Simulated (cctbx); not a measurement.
## What resolution and counting buy: SmYB5

Space group P2_1/c (no. 14), a = 7.1370 Å, b = 7.1860 Å, c = 7.0360 Å, α = 90.00°, β = 101.43°, γ = 90.00°.

```csv
atom,mult.,x,y,z,Ueq (Å²)
Sm1,4,0.2355,0.3078,0.2569,0.0105
Y1,4,0.2268,0.6941,0.6284,0.0103
B1,4,1/2,0.5945,0.4031,0.0173
B2,4,0.6880,0.4998,0.0409,0.0231
B3,4,0.5077,0.1722,0.5498,0.0248
B4,4,0.0750,0.4960,0.9272,0.0177
B5,4,0.5130,0.5400,0.1818,0.0231
```

The model was made for the exercise: a known structure type with other elements put in, its volume estimated, not relaxed; displacement parameters are assumed.

Five simulated data sets (cctbx; Mo Kα, λ = 0.71073 Å; 1.5 % proportional error) differ in resolution or exposure (noise floor 8 counts in the first three, 8 in the last two). Each is refined with the right model, isotropic at 1.1 Å and anisotropic otherwise. How do the figures of merit and the uncertainties move?

| d min (Å) | top counts | ⟨I/σ⟩ (unmerged, absences included) | unique | param. (scale apart) | Rint | R1 | GooF | largest s.u. xyz (fractional) | s.u. U of B1 (Å²) | largest error (Å) |
| --- | --- | --- | --- | --- | --- | --- | --- | --- | --- | --- |
| 1.1 | 40000 | 29.5 | 276 | 28 | 0.013 | 0.0115 | 1.68 | 0.00138 | 0.0022 | 0.0143 |
| 0.84 | 40000 | 26.7 | 610 | 63 | 0.014 | 0.0081 | 0.96 | 0.00054 | 0.0015 | 0.0085 |
| 0.6 | 40000 | 20.2 | 1687 | 63 | 0.018 | 0.0110 | 0.92 | 0.00038 | 0.0007 | 0.0057 |
| 0.75 | 300 | 1.4 | 871 | 63 | 0.307 | 0.0845 | 0.91 | 0.01152 | 0.0373 | 0.1944 |
| 0.75 | 3000 | 7.2 | 871 | 63 | 0.056 | 0.0279 | 0.91 | 0.00192 | 0.0055 | 0.0339 |

GooF reaches 1.68 where the model lacks something that the data hold (anisotropy at the isotropic level, for one). The s.u. of U for B1 goes 0.0022, 0.0015, 0.0007 Å² with resolution and 0.0373, 0.0055 Å² with exposure.

The 1.1 Å row also differs in its displacement model, so it isn't a clean test of resolution.

Hardware for the 0.6 Å refinement: 0.59 s on 1 thread of Arm Neoverse N1 (shared host), peak memory 0.09 GiB.

[Logs are printed without paths, hosts, clocks, repeated set-up lines and the standing remarks that a program may print on its own settings, such as how far it seeks lower states.]
